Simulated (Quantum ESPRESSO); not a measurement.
## FeSi (Fersilicite): parallel and opposed starts

Aim: find out which collinear order of FeSi (Fersilicite) costs least.

Main program and level: Quantum ESPRESSO 7.5; PBEsol; plane waves with GBRV 1.5 PBEsol potentials, no spin-orbit coupling.

The database entry behind the starting cell differs from later determinations by our own check (about 0.5 % short), so it need not match the best structure at ambient conditions.

## 1. The starting structure

The structure is cubic, space group P2_13 (No. 198). The conventional cell has a = 4.467 Å, b = 4.467 Å, c = 4.467 Å, α = 90.00°, β = 90.00°, γ = 90.00°. Nearest to Fe lie 7 Si at 2.24 to 2.51 Å. Si has 7 Fe at 2.24 to 2.51 Å nearest. Farther neighbours are not listed.

The cell comes from the Crystallography Open Database.

## 2. Run 1 (ferro ++++)

The signs are those of the starting moments on the seeded atoms, the atoms that are given a moment.

Contents of pw.in:

```
&CONTROL
  calculation = 'scf'
  prefix = 'pwscf'
  outdir = './tmp'
  pseudo_dir = './pseudo'
  disk_io = 'nowf'
/
&SYSTEM
  ibrav = 0
  nat = 8
  ntyp = 2
  ecutwfc = 40
  ecutrho = 280
  nbnd = 58
  occupations = 'smearing'
  smearing = 'fd'
  degauss = 0.00734986
  nspin = 2
  starting_magnetization(1) = 0.175
  starting_magnetization(2) = 0
/
&ELECTRONS
  conv_thr = 1.6d-08
  electron_maxstep = 150
  mixing_beta = 0.3
/
ATOMIC_SPECIES
Fe     55.8450 fe_pbesol_v1.5.uspp.F.UPF
Si     28.0850 si_pbesol_v1.uspp.F.UPF
CELL_PARAMETERS angstrom
   4.4670000000    0.0000000000    0.0000000000
   0.0000000000    4.4670000000    0.0000000000
   0.0000000000    0.0000000000    4.4670000000
ATOMIC_POSITIONS crystal
Fe      0.1340000000    0.1340000000    0.1340000000
Fe      0.3660000000    0.8660000000    0.6340000000
Fe      0.6340000000    0.3660000000    0.8660000000
Fe      0.8660000000    0.6340000000    0.3660000000
Si      0.8445000000    0.8445000000    0.8445000000
Si      0.6555000000    0.1555000000    0.3445000000
Si      0.3445000000    0.6555000000    0.1555000000
Si      0.1555000000    0.3445000000    0.6555000000
K_POINTS automatic
6 6 6 0 0 0
```

Started as:

```console
$ OMP_NUM_THREADS=1 mpirun -n 4 pw.x -nk 4 -in pw.in > pw.out
```

The program printed:

```text
Program PWSCF v.7.5 starts

     Message from routine setup:
     using ibrav=0 with symmetry is DISCOURAGED, use correct ibrav instead

     K-points division:     npool     =       4
     Subspace diagonalization in iterative solution of the eigenvalue problem:

     G-vector sticks info
     --------------------
     sticks:   dense  smooth     PW     G-vecs:    dense   smooth      PW
     Sum        1597     889    277                47497    20377    3407

     Using Slab Decomposition

     bravais-lattice index     =            0
     lattice parameter (alat)  =       8.4414  a.u.
     unit-cell volume          =     601.5122 (a.u.)^3
     number of atoms/cell      =            8
     number of atomic types    =            2
     number of electrons       =        80.00
     number of Kohn-Sham states=           58
     kinetic-energy cutoff     =      40.0000  Ry
     charge density cutoff     =     280.0000  Ry
     scf convergence threshold =      1.6E-08
     mixing beta               =       0.3000
     number of iterations used =            8  plain     mixing
     Exchange-correlation= SLA  PW   PSX  PSC
                           (   1   4  10   8   0   0   0)

     celldm(1)=   8.441407  celldm(2)=   0.000000  celldm(3)=   0.000000
     celldm(4)=   0.000000  celldm(5)=   0.000000  celldm(6)=   0.000000

     crystal axes: (cart. coord. in units of alat)
               a(1) = (   1.000000   0.000000   0.000000 )
               a(2) = (   0.000000   1.000000   0.000000 )
               a(3) = (   0.000000   0.000000   1.000000 )

     reciprocal axes: (cart. coord. in units 2 pi/alat)
               b(1) = (  1.000000  0.000000  0.000000 )
               b(2) = (  0.000000  1.000000  0.000000 )
               b(3) = (  0.000000  0.000000  1.000000 )

     PseudoPot. # 1 for Fe read from file:
     fe_pbesol_v1.5.uspp.F.UPF
     Pseudo is Ultrasoft + core correction, Zval = 16.0
     Generated by new atomic code, or converted to UPF format
     Using radial grid of  861 points,  6 beta functions with:
                l(1) =   0
                l(2) =   0
                l(3) =   1
                l(4) =   1
                l(5) =   2
                l(6) =   2
     Q(r) pseudized with  8 coefficients,  rinner =    1.000   1.000   1.000
                                                       1.000   1.000

     PseudoPot. # 2 for Si read from file:
     si_pbesol_v1.uspp.F.UPF
     Pseudo is Ultrasoft + core correction, Zval =  4.0
     Generated by new atomic code, or converted to UPF format
     Using radial grid of  899 points,  6 beta functions with:
                l(1) =   0
                l(2) =   0
                l(3) =   1
                l(4) =   1
                l(5) =   2
                l(6) =   2
     Q(r) pseudized with  8 coefficients,  rinner =    0.900   0.900   0.900
                                                       0.900   0.900

     atomic species   valence    mass     pseudopotential
     Fe               16.00    55.84500     Fe( 1.00)
     Si                4.00    28.08500     Si( 1.00)

     Starting magnetic structure
     atomic species   magnetization
     Fe              0.175
     Si              0.000

     12 Sym. Ops. (no inversion) found ( 9 have fractional translation)

   Cartesian axes

     site n.     atom                  positions (alat units)
         1        Fe     tau(   1) = (   0.1340000   0.1340000   0.1340000  )
         2        Fe     tau(   2) = (   0.3660000   0.8660000   0.6340000  )
         3        Fe     tau(   3) = (   0.6340000   0.3660000   0.8660000  )
         4        Fe     tau(   4) = (   0.8660000   0.6340000   0.3660000  )
         5        Si     tau(   5) = (   0.8445000   0.8445000   0.8445000  )
         6        Si     tau(   6) = (   0.6555000   0.1555000   0.3445000  )
         7        Si     tau(   7) = (   0.3445000   0.6555000   0.1555000  )
         8        Si     tau(   8) = (   0.1555000   0.3445000   0.6555000  )

     number of k points=    24  Fermi-Dirac smearing, width (Ry)=  0.0073
                       cart. coord. in units 2pi/alat
        k(    1) = (   0.0000000   0.0000000   0.0000000), wk =   0.0046296
        k(    2) = (   0.0000000   0.0000000   0.1666667), wk =   0.0277778
        k(    3) = (   0.0000000   0.0000000   0.3333333), wk =   0.0277778
        k(    4) = (   0.0000000   0.0000000  -0.5000000), wk =   0.0138889
        k(    5) = (   0.0000000   0.1666667   0.1666667), wk =   0.0555556
        [... 19 further k-points ...]

     Dense  grid:    47497 G-vectors     FFT dimensions: (  48,  48,  48)

     Smooth grid:    20377 G-vectors     FFT dimensions: (  36,  36,  36)

     Check: negative core charge=   -0.000033
     Generating pointlists ...
     new r_m :   0.2068 (alat units)  1.7460 (a.u.) for type    1
     new r_m :   0.2068 (alat units)  1.7460 (a.u.) for type    2

     Initial potential from superposition of free atoms

     starting charge      75.9974, renormalised to      80.0000
     Starting wfcs are   68 randomized atomic wfcs

     Self-consistent Calculation

     iteration #  1     ecut=    40.00 Ry     beta= 0.30
     Davidson diagonalization with overlap
     ethr =  1.00E-02,  avg # of iterations =  4.5

     total energy              =   -1036.52619376 Ry
     estimated scf accuracy    <       9.38161662 Ry

     total magnetization       =     5.28 Bohr mag/cell
     absolute magnetization    =     6.75 Bohr mag/cell

     iteration #  2     ecut=    40.00 Ry     beta= 0.30
     Davidson diagonalization with overlap
     ethr =  1.00E-02,  avg # of iterations =  2.2

     total energy              =   -1038.37937223 Ry
     estimated scf accuracy    <       8.13170307 Ry

     total magnetization       =     3.64 Bohr mag/cell
     absolute magnetization    =     4.85 Bohr mag/cell

     iteration #  3     ecut=    40.00 Ry     beta= 0.30
     Davidson diagonalization with overlap
     ethr =  1.00E-02,  avg # of iterations =  1.0

     total energy              =   -1039.32474831 Ry
     estimated scf accuracy    <       0.18160733 Ry

     total magnetization       =     4.78 Bohr mag/cell
     absolute magnetization    =     6.34 Bohr mag/cell

     [... further iterations left out ...]

     iteration # 30     ecut=    40.00 Ry     beta= 0.30
     Davidson diagonalization with overlap
     ethr =  3.52E-09,  avg # of iterations =  1.7

     total energy              =   -1039.39222997 Ry
     estimated scf accuracy    <       0.00000036 Ry

     total magnetization       =     0.02 Bohr mag/cell
     absolute magnetization    =     0.03 Bohr mag/cell

     iteration # 31     ecut=    40.00 Ry     beta= 0.30
     Davidson diagonalization with overlap
     ethr =  4.48E-10,  avg # of iterations =  4.3

     total energy              =   -1039.39224090 Ry
     estimated scf accuracy    <       0.00000130 Ry

     total magnetization       =    -0.03 Bohr mag/cell
     absolute magnetization    =     0.04 Bohr mag/cell

     iteration # 32     ecut=    40.00 Ry     beta= 0.30
     Davidson diagonalization with overlap
     ethr =  4.48E-10,  avg # of iterations =  3.8

     total energy              =   -1039.39225007 Ry
     estimated scf accuracy    <       0.00000101 Ry

     total magnetization       =     0.00 Bohr mag/cell
     absolute magnetization    =     0.00 Bohr mag/cell

     iteration # 33     ecut=    40.00 Ry     beta= 0.30
     Davidson diagonalization with overlap
     ethr =  4.48E-10,  avg # of iterations =  1.7

     Magnetic moment per site  (integrated on atomic sphere of radius R)
     atom   1 (R=0.207)  charge= 14.0275  magn= -0.0002
     atom   2 (R=0.207)  charge= 14.0275  magn= -0.0002
     atom   3 (R=0.207)  charge= 14.0275  magn= -0.0002
     atom   4 (R=0.207)  charge= 14.0275  magn= -0.0002
     atom   5 (R=0.207)  charge=  1.6212  magn=  0.0000
     atom   6 (R=0.207)  charge=  1.6212  magn=  0.0000
     atom   7 (R=0.207)  charge=  1.6212  magn=  0.0000
     atom   8 (R=0.207)  charge=  1.6212  magn=  0.0000

     End of self-consistent calculation

     [... lines left out ...]
     the Fermi energy is    16.1991 ev

!    total energy              =   -1039.39225037 Ry
     estimated scf accuracy    <          2.1E-09 Ry
     smearing contrib. (-TS)   =      -0.01648195 Ry
     internal energy E=F+TS    =   -1039.37576841 Ry

     The total energy is F=E-TS. E is the sum of the following terms:
     one-electron contribution =    -604.23575200 Ry
     hartree contribution      =     348.53221021 Ry
     xc contribution           =    -133.54048264 Ry
     ewald contribution        =    -650.13174398 Ry

     total magnetization       =    -0.00 Bohr mag/cell
     absolute magnetization    =     0.00 Bohr mag/cell

     convergence has been achieved in  33 iterations

=------------------------------------------------------------------------------=
   JOB DONE.
=------------------------------------------------------------------------------=
```

Wall time 2.3 min (4 MPI ranks of Arm Neoverse V1, shared host); peak memory 0.56 GiB.

Spin moment in the atom's sphere by atom:

| atom | spin moment in the atom's sphere (μB) |
| --- | --- |
| Fe1 | -0.0002 |
| Fe2 | -0.0002 |
| Fe3 | -0.0002 |
| Fe4 | -0.0002 |
| Si5 | 0.0000 |
| Si6 | 0.0000 |
| Si7 | 0.0000 |
| Si8 | 0.0000 |

Read from the output:

```yaml
smearing_term_ts: 0.2242 eV
magnetization: 0 μB
absolute_magnetization: 0 μB
final_state: non-magnetic
```

(Part 1 of 2 ends here.)

[Logs and program files are shortened in this print: banners, set-up blocks, solver, clock and traceback lines can be left out without a mark of their own.]

[Logs are printed without paths, hosts, clocks, repeated set-up lines and the standing remarks that a program may print on its own settings, such as how far it seeks lower states.]

[Hosts, paths, dates, database ids (printed as entryN), source tags and the programs' standing remarks are cut or masked in the printed files.]

[Where a cell is said to come from a database of computed structures, the database is the Materials Project.]
